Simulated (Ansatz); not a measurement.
## Quasi-harmonic thermodynamics of GaAs (F-43m)

Wanted: α(T), C_P(T) and B(T) of GaAs in the quasi-harmonic approximation.

Measurements to reproduce:
- volume expansion coefficient 16.2 1e-6/K, heat capacity C_P per formula unit 46.8 J/mol/K and bulk modulus 74.8 GPa near room temperature (given in “High-Throughput Prediction of Finite-Temperature Properties using the Quasi-Harmonic Approximation”, 2016, arXiv:1603.06924)

Method: DFT LDA, scalar-relativistic, plane waves, PAW, in Ansatz 0.2.0.

Most raw output is cut from this account.

**1. The structure**

Symmetry: F-43m, No. 216, cubic system. The conventional cell has a = 5.654 Å, b = 5.654 Å, c = 5.654 Å, α = 90.00°, β = 90.00°, γ = 90.00°. Ga has 4 As at 2.45 Å nearest. Nearest to As lie 4 Ga at 2.45 Å. Farther neighbours are not listed.

**2. A first coarse run**

Before spending time, one coarse run tells the gap and the pressure of the starting cell.

Contents of input.yaml:

```yaml
crystal:
  lattice:
    - [0.0, 2.82685, 2.82685]
    - [2.82685, 0.0, 2.82685]
    - [2.82685, 2.82685, 0.0]
  atoms:
    - { symbol: Ga, position: [0.0, 0.0, 0.0] }
    - { symbol: As, position: [0.25, 0.25, 0.25] }
kpoints:
  mp_grid: { grid: [6, 6, 6] }
hamiltonian:
  xc: lda
scf:
  occupations: { method: gaussian, width: 0.1 }
  lower_state_search: "off"
output:
  forces: true
  stress: true
  eigenvalues: true
```

Run with:

```
ansatz run input.yaml --threads 8 --pin off --max-ram 16384MiB --backend cpu --events-out ev --progress --plain --runs-dir out
```

The job ended after 0.34 s (8 threads of Arm Neoverse V2, shared host; peak memory 0.33 GiB; 1.3 s of CPU time).

Numbers from this step:

- pressure: -1.918 GPa
- volume per atom: 22.59 Å³/atom
- gap on the k-mesh: 0.2800 eV

The start is under -1.9 GPa at this level and looks like an insulator or semiconductor on this mesh.

**3. Relaxation**

The vibrations must be taken about the equilibrium of this functional, not about the starting cell, so the structure is relaxed.

input.yaml, the sections that differ from step 2:

```yaml
kpoints:
  mp_grid: { grid: [12, 12, 12] }
scf:
  occupations: { method: gaussian, width: 0.01 }
  lower_state_search: "off"
relax:
  adjacent_minimum: "off"
  f_tol: 0.005
  max_steps: 80
  cell: { stress_tol: 0.05 }
# crystal, hamiltonian, output: as in step 2
```

Wall time 3 s (8 threads); peak memory 0.46 GiB.

The steps of the relaxation:

| step | energy less that of the first step (eV) | largest force component (eV/Å) | pressure (GPa) | volume (Å³) |
| --- | --- | --- | --- | --- |
| 1 | 0.0000 | 0.0000 | -1.88 | 45.18 |
| 2 | -0.0071 | 0.0000 | -0.35 | 44.19 |
| 3 | -0.0074 | 0.0000 | 0.02 | 43.97 |
| 4* | -0.0072 | 0.0000 | 0.02 | 43.97 |

Relaxation steps marked * repeat the geometry before them on a plane-wave basis chosen anew for their cell, so energy and pressure can jump there.

Forces are held to the 24 operations that the run works with; a distortion that breaks them can't arise in this run.

| conventional cell, symmetrised | before | after | change |
| --- | --- | --- | --- |
| a (Å) | 5.654 | 5.603 | -0.9 % |
| b (Å) | 5.654 | 5.603 | -0.9 % |
| c (Å) | 5.654 | 5.603 | -0.9 % |
| volume (Å³/atom) | 22.59 | 21.98 | -2.7 % |

The relaxed structure:

```cif
data_structure
_symmetry_space_group_name_H-M 'P 1'
_symmetry_Int_Tables_number 1
_cell_length_a 3.9618
_cell_length_b 3.9618
_cell_length_c 3.9618
_cell_angle_alpha 60.000
_cell_angle_beta 60.000
_cell_angle_gamma 60.000
_cell_volume 43.97
loop_
_atom_site_label
_atom_site_type_symbol
_atom_site_fract_x
_atom_site_fract_y
_atom_site_fract_z
_atom_site_occupancy
Ga1 Ga 0.00000 0.00000 0.00000 1
As2 As 0.25000 0.25000 0.25000 1
```

This step gave:

| Item | Value |
| --- | --- |
| pressure | 0.01727 GPa |
| gap on the k-mesh | 0.4886 eV |
| volume per atom | 21.98 Å³/atom |

The relaxation ends with a pressure of 0.02 GPa.

**4. Relaxing to small residual forces and stress**

The thresholds are tightened for a last relaxation ahead of the phonons, and where mesh or smearing change with them the cell follows.

input.yaml, the sections that differ from step 3:

```yaml
crystal:
  lattice:
    - [0.0, 2.8014019407, 2.8014019407]
    - [2.8014019407, 0.0, 2.8014019407]
    - [2.8014019407, 2.8014019407, 0.0]
  atoms:
    - { symbol: Ga, position: [0.0, 0.0, 0.0] }
    - { symbol: As, position: [0.25, 0.25, 0.25] }
scf:
  occupations: { method: fixed }
  lower_state_search: "off"
relax:
  adjacent_minimum: "off"
  f_tol: 0.001
  max_steps: 60
  cell: { stress_tol: 0.01 }
# kpoints, hamiltonian, output: as in step 3
```

Wall time 2.2 s (8 threads); peak memory 0.44 GiB.

Little changed from the start: no atom moved by 0.005 Å and no cell edge by 0.1 %.

This step gave:

* pressure: 0.003571 GPa
* gap on the k-mesh: 0.4872 eV
* volume per atom: 21.99 Å³/atom

The residual pressure is 0.0036 GPa, small enough for phonons.

**5. Phonons on strained cells, cutoff 487.2 eV, k-mesh 12×12×12**

The study relaxes the crystal at several strains, solves the phonons on some of them and minimises the free energy at each temperature (static energy, vibrations, the electrons in a metal, and PV under a set pressure); the q-mesh sets how far the force constants reach.

input.yaml, the sections that differ from step 4:

```yaml
crystal:
  lattice:
    - [0.0, 2.8015748695, 2.8015748695]
    - [2.8015748695, 0.0, 2.8015748695]
    - [2.8015748695, 2.8015748695, 0.0]
  atoms:
    - { symbol: Ga, position: [0.0, 0.0, 0.0] }
    - { symbol: As, position: [0.25, 0.25, 0.25] }
output:
  eigenvalues: true
phonons:
  method: dfpt
  qmesh: [2, 2, 2]
  temperatures: { t_max: 800.0, t_step: 50 }
  thermal_expansion: {}
# kpoints, hamiltonian, scf: as in step 4
# relax: removed
```

Run time: 3.6 min. Hardware: 8 threads; peak memory 1.6 GiB.

Numbers from this step:

```yaml
pressure: 0.002186 GPa
gap_on_the_k_mesh: 0.4873 eV
volume_expansion_coefficient_at_298_k: 14.34 1e-6/K
c_p_at_298_k: 23.21 J/mol-atom/K
entropy_at_298_k: 33.04 J/mol-atom/K
isothermal_bulk_modulus_at_298_k: 71.00 GPa
grueneisen_parameter_at_298_k: 0.5855
volume_at_298_k: 22.11 Å³/atom
principal_linear_expansion_coefficients_at_298_k: 4.778, 4.778, 4.778 1e-6/K
```

Strained cells of the study; zero-point energy where phonons were solved; the pressures are stresses at a fixed cutoff and can carry an offset from the finite basis. Expansion cells, by row:

| cell | \|a\| (Å) | \|b\| (Å) | \|c\| (Å) | V (Å³/atom) | E - E_lowest (meV/atom) | pressure, compression positive (GPa) | gap (eV) | zero-point energy (meV/atom) |
| --- | --- | --- | --- | --- | --- | --- | --- | --- |
| 1 | 3.962 | 3.962 | 3.962 | 21.99 | 0 | -0.01 | 0.4873 | - |
| 2 | 3.994 | 3.994 | 3.994 | 22.52 | 2.844 | -1.689 | 0.3076 | - |
| 3 | 3.931 | 3.931 | 3.931 | 21.47 | 2.981 | 1.866 | 0.6702 | - |
| 4 | 3.962 | 3.962 | 3.962 | 22 | 0 | -0.031 | 0.4852 | 33.85 |
| 5 | 3.982 | 3.982 | 3.982 | 22.33 | 1.165 | -1.102 | 0.3723 | 33.3 |
| 6 | 3.972 | 3.972 | 3.972 | 22.15 | 0.265 | -0.54 | 0.4324 | 33.59 |
| 7 | 3.99 | 3.99 | 3.99 | 22.46 | 2.247 | -1.51 | 0.3275 | 33.09 |
| 8 | 3.923 | 3.923 | 3.923 | 21.35 | 4.605 | 2.348 | 0.7145 | - |
| 9 | 3.943 | 3.943 | 3.943 | 21.67 | 1.117 | 1.118 | 0.5993 | - |
| 10 | 4.004 | 4.004 | 4.004 | 22.7 | 4.969 | -2.196 | 0.2496 | - |

Quasi-harmonic; a, b, c are the run's own cell vectors. Expansion, by row:

| T (K) | a (Å) | b (Å) | c (Å) | alpha (deg) | beta (deg) | gamma (deg) | cell volume (Å³/cell) | alpha_a (1e-6/K) | alpha_b (1e-6/K) | alpha_c (1e-6/K) | alpha_V (1e-6/K) | C_P (J/mol-atom/K) | C_V (J/mol-atom/K) | S (J/mol-atom/K) | B_T (GPa) | B_S (GPa) | Grueneisen | extrapolation | fit error (1e-6/K) |
| --- | --- | --- | --- | --- | --- | --- | --- | --- | --- | --- | --- | --- | --- | --- | --- | --- | --- | --- | --- |
| 0 | 3.967 | 3.967 | 3.967 | 60 | 60 | 60 | 44.14 | 0 | 0 | 0 | 0 | 0 | 0 | 0 | 73.29 | 73.29 | - | 0 | 0 |
| 50 | 3.967 | 3.967 | 3.967 | 60 | 60 | 60 | 44.13 | -1.11 | -1.11 | -1.11 | -3.32 | 6.954 | 6.954 | 4.174 | 73.21 | 73.22 | -0.465 | 0 | 0 |
| 100 | 3.967 | 3.967 | 3.967 | 60 | 60 | 60 | 44.13 | 1.08 | 1.08 | 1.08 | 3.23 | 14.56 | 14.56 | 11.46 | 72.91 | 72.91 | 0.215 | 0 | 0 |
| 150 | 3.967 | 3.967 | 3.967 | 60 | 60 | 60 | 44.15 | 2.87 | 2.87 | 2.87 | 8.6 | 19.01 | 19 | 18.31 | 72.47 | 72.51 | 0.436 | 0 | 0 |
| 200 | 3.968 | 3.968 | 3.968 | 60 | 60 | 60 | 44.17 | 3.85 | 3.85 | 3.85 | 11.56 | 21.27 | 21.24 | 24.12 | 71.99 | 72.08 | 0.521 | 0 | 0.01 |
| 250 | 3.969 | 3.969 | 3.969 | 60 | 60 | 60 | 44.2 | 4.42 | 4.42 | 4.42 | 13.27 | 22.5 | 22.45 | 29.01 | 71.49 | 71.62 | 0.562 | 0 | 0.01 |
| 298.1 | 3.969 | 3.969 | 3.969 | 60 | 60 | 60 | 44.22 | 4.78 | 4.78 | 4.78 | 14.33 | 23.21 | 23.15 | 33.04 | 71 | 71.18 | 0.586 | 0 | 0.01 |
| 300 | 3.969 | 3.969 | 3.969 | 60 | 60 | 60 | 44.23 | 4.79 | 4.79 | 4.79 | 14.37 | 23.23 | 23.17 | 33.18 | 70.98 | 71.16 | 0.586 | 0 | 0.01 |
| 350 | 3.97 | 3.97 | 3.97 | 60 | 60 | 60 | 44.26 | 5.04 | 5.04 | 5.04 | 15.13 | 23.69 | 23.62 | 36.8 | 70.47 | 70.69 | 0.602 | 0 | 0.02 |
| 400 | 3.971 | 3.971 | 3.971 | 60 | 60 | 60 | 44.29 | 5.24 | 5.24 | 5.24 | 15.71 | 24.01 | 23.92 | 39.99 | 69.95 | 70.22 | 0.613 | 0 | 0.02 |
| 450 | 3.973 | 3.973 | 3.973 | 60 | 60 | 60 | 44.33 | 5.39 | 5.39 | 5.39 | 16.17 | 24.24 | 24.13 | 42.83 | 69.44 | 69.75 | 0.621 | 0 | 0.02 |
| 500 | 3.974 | 3.974 | 3.974 | 60 | 60 | 60 | 44.36 | 5.52 | 5.52 | 5.52 | 16.56 | 24.41 | 24.28 | 45.39 | 68.92 | 69.28 | 0.628 | 0 | 0.02 |
| 550 | 3.975 | 3.975 | 3.975 | 60 | 60 | 60 | 44.4 | 5.64 | 5.64 | 5.64 | 16.91 | 24.54 | 24.4 | 47.73 | 68.41 | 68.81 | 0.634 | 0 | 0.02 |
| 600 | 3.976 | 3.976 | 3.976 | 60 | 60 | 60 | 44.44 | 5.74 | 5.74 | 5.74 | 17.22 | 24.64 | 24.48 | 49.87 | 67.89 | 68.34 | 0.639 | 0 | 0.01 |
| 650 | 3.977 | 3.977 | 3.977 | 60 | 60 | 60 | 44.48 | 5.84 | 5.84 | 5.84 | 17.52 | 24.73 | 24.55 | 51.84 | 67.38 | 67.87 | 0.644 | 0 | 0.01 |
| 700 | 3.978 | 3.978 | 3.978 | 60 | 60 | 60 | 44.52 | 5.93 | 5.93 | 5.93 | 17.8 | 24.8 | 24.61 | 53.68 | 66.87 | 67.41 | 0.648 | 0 | 0.01 |
| 750 | 3.979 | 3.979 | 3.979 | 60 | 60 | 60 | 44.56 | 6.02 | 6.02 | 6.02 | 18.07 | 24.87 | 24.65 | 55.39 | 66.36 | 66.94 | 0.653 | 0 | 0.02 |
| 800 | 3.981 | 3.981 | 3.981 | 60 | 60 | 60 | 44.6 | 6.11 | 6.11 | 6.11 | 18.33 | 24.93 | 24.69 | 57 | 65.85 | 66.48 | 0.657 | 0 | 0.03 |

Expansion coefficient against temperature; values in 1e-6/K:

| temperature (K) | volume | principal 1 |
| --- | --- | --- |
| 0 | 0 | 0 |
| 50 | -3.32 | -1.11 |
| 100 | 3.23 | 1.08 |
| 150 | 8.6 | 2.87 |
| 200 | 11.6 | 3.85 |
| 250 | 13.3 | 4.42 |
| 298 | 14.3 | 4.78 |
| 300 | 14.4 | 4.79 |
| 350 | 15.1 | 5.04 |
| 400 | 15.7 | 5.24 |
| 450 | 16.2 | 5.39 |
| 500 | 16.6 | 5.52 |
| 550 | 16.9 | 5.64 |
| 600 | 17.2 | 5.74 |
| 650 | 17.5 | 5.84 |
| 700 | 17.8 | 5.93 |
| 750 | 18.1 | 6.02 |
| 800 | 18.3 | 6.11 |

At 298 K the volume expansion is 14.3 × 10⁻⁶/K and B_T is 71.0 GPa. The log warns that this q-mesh is too narrow, so the figure can be far off. The program raised the cutoff to 487.2 eV by itself: with no cutoff typed, the study takes about 1.16 times the default for its relaxations and scales it with the volume for the phonons.

**6. The quasi-harmonic study, k-mesh 8×8×8, q-mesh 4×4×4**

Thermal expansion follows from how the free energy of the vibrations (and of the electrons in a metal) changes with strain, so the program makes strained cells, their phonons and a fit in one run.

input.yaml, as its differences from that of step 5:

```diff
@@ -9,3 +9,3 @@
 kpoints:
-  mp_grid: { grid: [12, 12, 12] }
+  mp_grid: { grid: [8, 8, 8] }
 hamiltonian:
@@ -19,3 +19,3 @@
   method: dfpt
-  qmesh: [2, 2, 2]
+  qmesh: [4, 4, 4]
   temperatures: { t_max: 800.0, t_step: 50 }
```

It took 5.9 min on 8 threads; peak memory 1.4 GiB.

This step gave:

```yaml
pressure: -0.02602 GPa
gap_on_the_k_mesh: 0.4861 eV
volume_expansion_coefficient_at_298_k: 18.60 1e-6/K
c_p_at_298_k: 23.28 J/mol-atom/K
entropy_at_298_k: 32.66 J/mol-atom/K
isothermal_bulk_modulus_at_298_k: 71.44 GPa
grueneisen_parameter_at_298_k: 0.7639
volume_at_298_k: 22.13 Å³/atom
principal_linear_expansion_coefficients_at_298_k: 6.2, 6.2, 6.2 1e-6/K
```

Strained cells of the study; zero-point energy where phonons were solved; the pressures are stresses at a fixed cutoff and can carry an offset from the finite basis. Expansion cells, by row:

| cell | \|a\| (Å) | \|b\| (Å) | \|c\| (Å) | V (Å³/atom) | E - E_lowest (meV/atom) | pressure, compression positive (GPa) | gap (eV) | zero-point energy (meV/atom) |
| --- | --- | --- | --- | --- | --- | --- | --- | --- |
| 1 | 3.962 | 3.962 | 3.962 | 21.99 | 0 | -0.038 | 0.4861 | - |
| 2 | 3.994 | 3.994 | 3.994 | 22.52 | 2.941 | -1.72 | 0.3062 | - |
| 3 | 3.931 | 3.931 | 3.931 | 21.47 | 2.896 | 1.841 | 0.6691 | - |
| 4 | 3.962 | 3.962 | 3.962 | 21.99 | 0 | -0.031 | 0.4868 | 33.73 |
| 5 | 3.982 | 3.982 | 3.982 | 22.32 | 1.168 | -1.107 | 0.3739 | 33.17 |
| 6 | 3.972 | 3.972 | 3.972 | 22.16 | 0.326 | -0.599 | 0.428 | 33.44 |
| 7 | 3.993 | 3.993 | 3.993 | 22.51 | 2.78 | -1.674 | 0.3114 | 32.85 |
| 8 | 3.923 | 3.923 | 3.923 | 21.34 | 4.617 | 2.356 | 0.7164 | - |
| 9 | 3.942 | 3.942 | 3.942 | 21.66 | 1.119 | 1.122 | 0.601 | - |
| 10 | 4.008 | 4.008 | 4.008 | 22.77 | 6.145 | -2.43 | 0.2247 | - |

Quasi-harmonic; a, b, c are the run's own cell vectors. Expansion, by row:

| T (K) | a (Å) | b (Å) | c (Å) | alpha (deg) | beta (deg) | gamma (deg) | cell volume (Å³/cell) | alpha_a (1e-6/K) | alpha_b (1e-6/K) | alpha_c (1e-6/K) | alpha_V (1e-6/K) | C_P (J/mol-atom/K) | C_V (J/mol-atom/K) | S (J/mol-atom/K) | B_T (GPa) | B_S (GPa) | Grueneisen | extrapolation | fit error (1e-6/K) |
| --- | --- | --- | --- | --- | --- | --- | --- | --- | --- | --- | --- | --- | --- | --- | --- | --- | --- | --- | --- |
| 0 | 3.966 | 3.966 | 3.966 | 60 | 60 | 60 | 44.13 | 0 | 0 | 0 | 0 | 0 | 0 | 0 | 73.57 | 73.57 | - | 0 | 0 |
| 50 | 3.966 | 3.966 | 3.966 | 60 | 60 | 60 | 44.13 | -0.07 | -0.07 | -0.07 | -0.21 | 6.841 | 6.841 | 3.683 | 73.52 | 73.52 | -0.03 | 0 | 0 |
| 100 | 3.967 | 3.967 | 3.967 | 60 | 60 | 60 | 44.13 | 2.41 | 2.41 | 2.41 | 7.24 | 14.66 | 14.66 | 10.99 | 73.25 | 73.27 | 0.481 | 0 | 0 |
| 150 | 3.967 | 3.967 | 3.967 | 60 | 60 | 60 | 44.16 | 4.26 | 4.26 | 4.26 | 12.78 | 19.11 | 19.08 | 17.88 | 72.84 | 72.93 | 0.649 | 0 | 0.01 |
| 200 | 3.968 | 3.968 | 3.968 | 60 | 60 | 60 | 44.19 | 5.26 | 5.26 | 5.26 | 15.79 | 21.35 | 21.3 | 23.71 | 72.38 | 72.55 | 0.714 | 0 | 0.01 |
| 250 | 3.969 | 3.969 | 3.969 | 60 | 60 | 60 | 44.23 | 5.84 | 5.84 | 5.84 | 17.53 | 22.57 | 22.5 | 28.62 | 71.91 | 72.14 | 0.746 | 0 | 0.01 |
| 298.1 | 3.971 | 3.971 | 3.971 | 60 | 60 | 60 | 44.26 | 6.2 | 6.2 | 6.2 | 18.6 | 23.28 | 23.18 | 32.66 | 71.44 | 71.75 | 0.764 | 0 | 0.02 |
| 300 | 3.971 | 3.971 | 3.971 | 60 | 60 | 60 | 44.27 | 6.21 | 6.21 | 6.21 | 18.63 | 23.3 | 23.2 | 32.81 | 71.42 | 71.73 | 0.764 | 0 | 0.02 |
| 350 | 3.972 | 3.972 | 3.972 | 60 | 60 | 60 | 44.31 | 6.47 | 6.47 | 6.47 | 19.41 | 23.77 | 23.65 | 36.44 | 70.94 | 71.31 | 0.777 | 0 | 0.02 |
| 400 | 3.973 | 3.973 | 3.973 | 60 | 60 | 60 | 44.35 | 6.66 | 6.66 | 6.66 | 19.99 | 24.09 | 23.94 | 39.63 | 70.44 | 70.89 | 0.786 | 0 | 0.02 |
| 450 | 3.975 | 3.975 | 3.975 | 60 | 60 | 60 | 44.4 | 6.82 | 6.82 | 6.82 | 20.46 | 24.32 | 24.15 | 42.48 | 69.95 | 70.46 | 0.792 | 0 | 0.02 |
| 500 | 3.976 | 3.976 | 3.976 | 60 | 60 | 60 | 44.44 | 6.96 | 6.96 | 6.96 | 20.87 | 24.5 | 24.3 | 45.06 | 69.46 | 70.03 | 0.798 | 0 | 0.01 |
| 550 | 3.977 | 3.977 | 3.977 | 60 | 60 | 60 | 44.49 | 7.07 | 7.07 | 7.07 | 21.22 | 24.64 | 24.41 | 47.4 | 68.96 | 69.61 | 0.803 | 0 | 0.01 |
| 600 | 3.979 | 3.979 | 3.979 | 60 | 60 | 60 | 44.54 | 7.18 | 7.18 | 7.18 | 21.55 | 24.75 | 24.49 | 49.55 | 68.46 | 69.18 | 0.808 | 0 | 0.01 |
| 650 | 3.98 | 3.98 | 3.98 | 60 | 60 | 60 | 44.58 | 7.28 | 7.28 | 7.28 | 21.85 | 24.84 | 24.56 | 51.53 | 67.97 | 68.75 | 0.812 | 0 | 0.01 |
| 700 | 3.982 | 3.982 | 3.982 | 60 | 60 | 60 | 44.63 | 7.38 | 7.38 | 7.38 | 22.14 | 24.93 | 24.61 | 53.38 | 67.47 | 68.32 | 0.816 | 0 | 0.02 |
| 750 | 3.983 | 3.983 | 3.983 | 60 | 60 | 60 | 44.68 | 7.47 | 7.47 | 7.47 | 22.42 | 25 | 24.66 | 55.1 | 66.97 | 67.89 | 0.819 | 0 | 0.03 |
| 800 | 3.985 | 3.985 | 3.985 | 60 | 60 | 60 | 44.73 | 7.57 | 7.57 | 7.57 | 22.7 | 25.07 | 24.7 | 56.72 | 66.47 | 67.47 | 0.823 | 0 | 0.04 |

The expansion coefficient by temperature; values in 1e-6/K:

| temperature (K) | volume | principal 1 |
| --- | --- | --- |
| 0 | 0 | 0 |
| 50 | -0.21 | -0.07 |
| 100 | 7.24 | 2.41 |
| 150 | 12.8 | 4.26 |
| 200 | 15.8 | 5.26 |
| 250 | 17.5 | 5.84 |
| 298 | 18.6 | 6.2 |
| 300 | 18.6 | 6.21 |
| 350 | 19.4 | 6.47 |
| 400 | 20.0 | 6.66 |
| 450 | 20.5 | 6.82 |
| 500 | 20.9 | 6.96 |
| 550 | 21.2 | 7.07 |
| 600 | 21.6 | 7.18 |
| 650 | 21.9 | 7.28 |
| 700 | 22.1 | 7.38 |
| 750 | 22.4 | 7.47 |
| 800 | 22.7 | 7.57 |

Changing the q-mesh (2×2×2 → 4×4×4) and the k-mesh (12×12×12 → 8×8×8) takes the volume expansion at 298 K from 14.3 to 18.6 × 10⁻⁶/K and B_T from 71.0 to 71.4 GPa.

(Part 1 of 2 ends here.)

[Logs are printed without paths, hosts, clocks, repeated set-up lines and the standing remarks that a program may print on its own settings, such as how far it seeks lower states.]

[Hosts, paths, dates, database ids (printed as entryN), source tags and the programs' standing remarks are cut or masked in the printed files.]

[A step with changed settings may run another functional than the one named; its input shows which.]
